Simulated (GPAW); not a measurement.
**BP (F-43m): dielectric function and energy loss**

Wanted: optical spectrum and plasmon of BP (F-43m), with cost.

Calculated with GPAW 26.7.0; PBE and many-body steps on it, plane waves.

This is a report of a sequence of runs, with the program logs left out and the cost of each run kept.

### Step 1. The structure

It takes space group F-43m (No. 216, cubic). The conventional cell has a = 4.538 Å, b = 4.538 Å, c = 4.538 Å, α = 90.00°, β = 90.00°, γ = 90.00°. B has 4 P at 1.97 Å nearest. Nearest to P lie 4 B at 1.97 Å. Farther neighbours, and contacts between anions beyond the nearest, are not listed.

Coordinates:

```xyz
2
Lattice="0.0000 2.2690 2.2690 2.2690 0.0000 2.2690 2.2690 2.2690 0.0000" Properties=species:S:1:pos:R:3 pbc="T T T"
B     0.0000    0.0000    0.0000
P     1.1345    1.1345    1.1345
```

The cell and positions come from the Crystallography Open Database and are kept as given unless a step says otherwise.

### Step 2. Empty states on the mesh, 12×12×12 mesh, 31 bands

This step: GPAW 26.7.0; DFT, PBE, plane waves, PAW.

The sums over transitions need many empty states on a uniform mesh; this step solves for them.

run.py reads:

```python
import json
import numpy as np
from gpaw.mpi import world
from gpaw import GPAW

calc = GPAW('gs.gpw').fixed_density(kpts={'size': (12, 12, 12), 'gamma': True},
    nbands=37,
    convergence={'bands': 31},
    txt='nscf.txt')
calc.write('full.gpw', mode='all')
res = {}
kpts = calc.get_ibz_k_points()
res['kpts'] = kpts
res['eigenvalues'] = [calc.get_eigenvalues(kpt=k) for k in range(len(kpts))]
res['n_electrons'] = calc.get_number_of_electrons()

if world.rank == 0:
    with open('result.json', 'w') as f:
        json.dump(res, f, default=lambda x: x.tolist())
```

Launch:

```bash
mpirun -n 4 gpaw python run.py
```

Wall time 16 s (4 MPI ranks of Intel Xeon Platinum 8259CL at 2.50GHz (Skylake/Cascade Lake), shared host); peak memory 0.68 GiB.

Numbers from this step:

| Property | Result |
| --- | --- |
| gap | 1.240 eV |
| k of the valence top | 0, 0, 0 |
| k of the conduction bottom | 0.4167, 0.4167, 0 |
| least direct gap | 3.405 eV |
| k points computed | 72 |
| lowest point of the top converged band, above the valence top | 50.2074 eV |

On this mesh the gap is 1.240 eV.

### Step 3. RPA response

The response function is computed on a frequency grid, with local fields up to the given cutoff.

This step: linear response, RPA, on PBE, plane waves, PAW.

run.py reads:

```python
import json
import numpy as np
from gpaw.mpi import world
from gpaw.response.df import DielectricFunction

df = DielectricFunction('full.gpw',
    ecut=50,
    nbands=31,
    eta=0.2,
    frequencies={'type': 'nonlinear', 'domega0': 0.05, 'omega2': 10.0},
    intraband=False,
    txt='df.txt')
res = {'optical': {}, 'eels': []}
for d in 'x':
    y0, y = df.get_dielectric_function(direction=d, xc='RPA', filename=None)
    res['optical'][d] = [y0.real, y0.imag, y.real, y.imag]
res['w'] = df.get_frequencies()
for q_c in [[0.0833333333, 0, 0], [0.25, 0, 0], [0.5, 0, 0], [0.75, 0, 0], [1.25, 0, 0]]:
    res['eels'].append(df.get_eels_spectrum(q_c=q_c, xc='RPA', filename=None))

if world.rank == 0:
    with open('result.json', 'w') as f:
        json.dump(res, f, default=lambda x: x.tolist())
```

Launch:

```bash
mpirun -n 4 gpaw python run.py
```

Run time: 17 s. Hardware: 4 MPI ranks; peak memory 0.91 GiB; 69 s of CPU time.

Read from the output:

```
ε at zero frequency           : 8.961
the same without local fields : 9.438
```

The static value is 8.96.

The ε₂ has structure finer than the step of the table below, so its rows give means over 2 eV. Peaks (eV: height): xx, no local fields 5.8: 30.0, 6.8: 21.0; xx, local fields 5.8: 27.8, 6.8: 20.0.

RPA, broadening 0.2 eV. The ε₂ by photon energy; means over each step:

```csv
photon energy (eV),"xx, no local fields","xx, local fields"
2,0.331,0.306
4,5.51,5.05
6,20.5,18.9
8,7.56,7.47
10,3.72,3.73
12,1.80,1.81
14,1.03,1.09
16,0.625,0.690
18,0.416,0.464
20,0.278,0.362
22,0.195,0.318
24,0.0997,0.159
26,0.0912,0.100
28,0.0783,0.0802
30,0.0757,0.0701
32,0.0616,0.0563
34,0.0642,0.0593
36,0.0585,0.0708
38,0.0476,0.0518
```

Optical limit, local fields. Loss function, xx against energy loss; read off at these points:

```csv
energy loss (eV),"loss function, xx"
0.0,0
1.0,0.00117
2.0,0.00254
3.0,0.00516
4.0,0.0223
5.0,0.0281
6.0,0.0480
7.0,0.0526
8.0,0.0819
9.0,0.161
10.0,0.127
11.0,0.178
12.0,0.272
13.0,0.269
14.0,0.361
15.0,0.499
16.0,0.581
17.0,0.882
18.0,1.26
19.0,1.87
20.0,2.43
21.0,3.16
22.0,2.97
23.0,3.57
23.6,5.02
24.0,4.04
25.0,1.49
26.0,0.915
27.0,0.600
28.0,0.417
29.0,0.341
30.0,0.251
31.0,0.215
32.0,0.170
33.0,0.133
34.0,0.146
35.0,0.156
36.0,0.173
37.0,0.124
38.0,0.106
39.0,0.104
```

The -Im 1/eps(q) has structure finer than the step of the table below, so its rows give means over 2 eV. Peaks (eV: height): q = 0.200 1/A 23.8: 4.69; q = 0.600 1/A 23.4: 4.60; q = 1.199 1/A 26.0: 1.95; q = 1.799 1/A 33.2: 1.08; q = 2.998 1/A 32.8: 0.312, 37.4: 0.311.

RPA, local fields; q along the first reciprocal vector. The -Im 1/eps(q) by energy loss; means over each step:

```csv
energy loss (eV),q = 0.200 1/A,q = 0.600 1/A,q = 1.199 1/A,q = 1.799 1/A,q = 2.998 1/A
2,0.00274,0.00296,0.00169,0.00122,0.00147
4,0.0173,0.0164,0.0104,0.00684,0.0119
6,0.0359,0.0351,0.0324,0.0293,0.0384
8,0.0914,0.0608,0.0532,0.0630,0.0718
10,0.149,0.116,0.0946,0.110,0.0979
12,0.224,0.225,0.153,0.140,0.109
14,0.372,0.320,0.231,0.181,0.121
16,0.581,0.525,0.389,0.233,0.134
18,1.20,0.816,0.470,0.350,0.160
20,2.30,1.40,0.645,0.439,0.169
22,3.22,2.69,1.05,0.505,0.171
24,3.56,3.69,1.76,0.592,0.200
26,1.03,1.59,1.82,0.668,0.204
28,0.453,0.708,1.53,0.836,0.231
30,0.270,0.395,1.22,0.884,0.240
32,0.179,0.266,0.872,0.991,0.280
34,0.150,0.226,0.514,0.999,0.290
36,0.161,0.188,0.325,0.749,0.279
38,0.114,0.137,0.243,0.615,0.290
```

### Step 4. ALDA response

This step: linear response, ALDA, on PBE, plane waves, PAW.

run.py, as its differences from that of step 3:

```diff
@@ -14,7 +14,7 @@
 for d in 'x':
-    y0, y = df.get_dielectric_function(direction=d, xc='RPA', filename=None)
+    y0, y = df.get_dielectric_function(direction=d, xc='ALDA', filename=None)
     res['optical'][d] = [y0.real, y0.imag, y.real, y.imag]
 res['w'] = df.get_frequencies()
-for q_c in [[0.0833333333, 0, 0], [0.25, 0, 0], [0.5, 0, 0], [0.75, 0, 0], [1.25, 0, 0]]:
-    res['eels'].append(df.get_eels_spectrum(q_c=q_c, xc='RPA', filename=None))
+for q_c in [[0.5, 0, 0]]:
+    res['eels'].append(df.get_eels_spectrum(q_c=q_c, xc='ALDA', filename=None))
```

Launch:

```bash
mpirun -n 4 gpaw python run.py
```

The job ended after 8.3 s (4 MPI ranks; peak memory 0.9 GiB; 32 s of CPU time).

This step gave:

```yaml
eps_at_zero_frequency: 9.092
the_same_without_local_fields: 9.438
```

The static value is 9.09.

### Step 5. RPA response, fewer bands (12×12×12 mesh, 9 bands, screening to 50 eV, broadening 0.2 eV)

This step: linear response, RPA, on PBE, plane waves, PAW.

run.py, as its differences from that of step 4:

```diff
@@ -7,3 +7,3 @@
     ecut=50,
-    nbands=31,
+    nbands=9,
     eta=0.2,
@@ -14,7 +14,7 @@
 for d in 'x':
-    y0, y = df.get_dielectric_function(direction=d, xc='ALDA', filename=None)
+    y0, y = df.get_dielectric_function(direction=d, xc='RPA', filename=None)
     res['optical'][d] = [y0.real, y0.imag, y.real, y.imag]
 res['w'] = df.get_frequencies()
-for q_c in [[0.5, 0, 0]]:
-    res['eels'].append(df.get_eels_spectrum(q_c=q_c, xc='ALDA', filename=None))
+for q_c in []:
+    res['eels'].append(df.get_eels_spectrum(q_c=q_c, xc='RPA', filename=None))
```

Launch:

```bash
mpirun -n 4 gpaw python run.py
```

Wall time 5.4 s (4 MPI ranks); peak memory 0.61 GiB.

This step gave:

```yaml
eps_at_zero_frequency: 8.856
the_same_without_local_fields: 9.339
```

### Step 6. RPA response, scissors (12×12×12 mesh, 31 bands, screening to 50 eV, broadening 0.2 eV)

run.py, as its differences from that of step 5:

```diff
@@ -7,3 +7,3 @@
     ecut=50,
-    nbands=9,
+    nbands=31,
     eta=0.2,
@@ -11,2 +11,3 @@
     intraband=False,
+    eshift=1.5,
     txt='df.txt')
```

Launch:

```bash
mpirun -n 4 gpaw python run.py
```

Elapsed: 6.2 s, on 4 MPI ranks; peak memory 0.61 GiB.

Numbers from this step:

| Quantity | Value |
| --- | --- |
| ε at zero frequency | 7.430 |
| the same without local fields | 7.779 |

The static value is 7.43.

The ε₂ has structure finer than the step of the table below, so its rows give means over 2 eV. Peaks (eV: height): xx, no local fields 7.2: 30.2, 8.2: 21.3; xx, local fields 7.2: 27.5, 8.2: 19.9.

RPA, broadening 0.2 eV. The ε₂ by photon energy; means over each step:

```csv
photon energy (eV),"xx, no local fields","xx, local fields"
2,0.121,0.113
4,0.695,0.643
6,9.41,8.60
8,19.5,18.3
10,5.61,5.51
12,2.93,3.01
14,1.64,1.70
16,0.918,0.981
18,0.545,0.617
20,0.376,0.436
22,0.257,0.356
24,0.173,0.307
26,0.0927,0.130
28,0.0887,0.0979
30,0.0787,0.0800
32,0.0743,0.0682
34,0.0588,0.0550
36,0.0667,0.0656
38,0.0527,0.0670
```

### Step 7. RPA response, more bands than the file holds (12×12×12 mesh, 93 bands, screening to 30 eV, broadening 0.2 eV)

run.py, as its differences from that of step 6:

```diff
@@ -6,4 +6,4 @@
 df = DielectricFunction('full.gpw',
-    ecut=50,
-    nbands=31,
+    ecut=30,
+    nbands=93,
     eta=0.2,
@@ -11,3 +11,2 @@
     intraband=False,
-    eshift=1.5,
     txt='df.txt')
```

Launch:

```bash
mpirun -n 4 gpaw python run.py
```

Wall time 13 s (4 MPI ranks); peak memory 0.58 GiB; 11 s of CPU time.

The run stopped with an error after 13 s.

The fault put into this input: more bands than the file holds.

### Step 8. The runs together

Times are wall times on 4 MPI ranks of Intel Xeon Platinum 8259CL at 2.50GHz (Skylake/Cascade Lake), shared host, good to a factor of about two.

```csv
run,ε(0),without local fields,loss peak (eV),time
RPA response,8.96,9.44,-,17 s
ALDA response,9.09,9.44,-,8.3 s
"RPA response, fewer bands (12×12×12 mesh, 9 bands, screening to 50 eV, broadening 0.2 eV)",8.86,9.34,-,5.4 s
"RPA response, scissors (12×12×12 mesh, 31 bands, screening to 50 eV, broadening 0.2 eV)",7.43,7.78,-,6.2 s
```

### Step 9. Outcome

```yaml
rpa_response: ε(0) 8.96
alda_response: ε(0) 9.09
rpa_response_fewer_bands_12x12x12_mesh_9_bands_screening_to_50_ev_broadening_0p2_ev: ε(0) 8.86
rpa_response_scissors_12x12x12_mesh_31_bands_screening_to_50_ev_broadening_0p2_ev: ε(0) 7.43
```

What this shows: In the optical limit the electronic ε(0) is 8.96, against 9.44 without local fields. ALDA response: ε(0) = 9.09. RPA response, fewer bands (12×12×12 mesh, 9 bands, screening to 50 eV, broadening 0.2 eV): ε(0) = 8.86. RPA response, scissors (12×12×12 mesh, 31 bands, screening to 50 eV, broadening 0.2 eV): ε(0) = 7.43. ε(0) converges slowly with a Γ-centred mesh, and this one is not shown settled. Unless a shift is named, the levels are those of the density functional, and only a kernel with a long-range part can bind an exciton.

[Long decimals in the printed logs are rounded to 6 places.]

[Logs are printed without paths, hosts, clocks, repeated set-up lines and the standing remarks that a program may print on its own settings, such as how far it seeks lower states.]

[Paths, hosts, dates, memory and timing lines, banners, echoed tables and standing remarks are left out of the program output; an Ansatz launch command may be rebuilt from the run's recorded settings. Measured values are a selection of at most five: reports struck by readers or far from the other reports are left out. None is set beside runs whose start may be inverted or whose files or cutoffs have a known fault.]

[Runs of the session that timed out or met a known fault of the program may be left out.]

[Hosts, paths, dates, database ids (printed as entryN), source tags and the programs' standing remarks are cut or masked in the printed files.]

[Where the starting crystal was built by hand or by swapping elements, it need not be the compound's stable phase.]
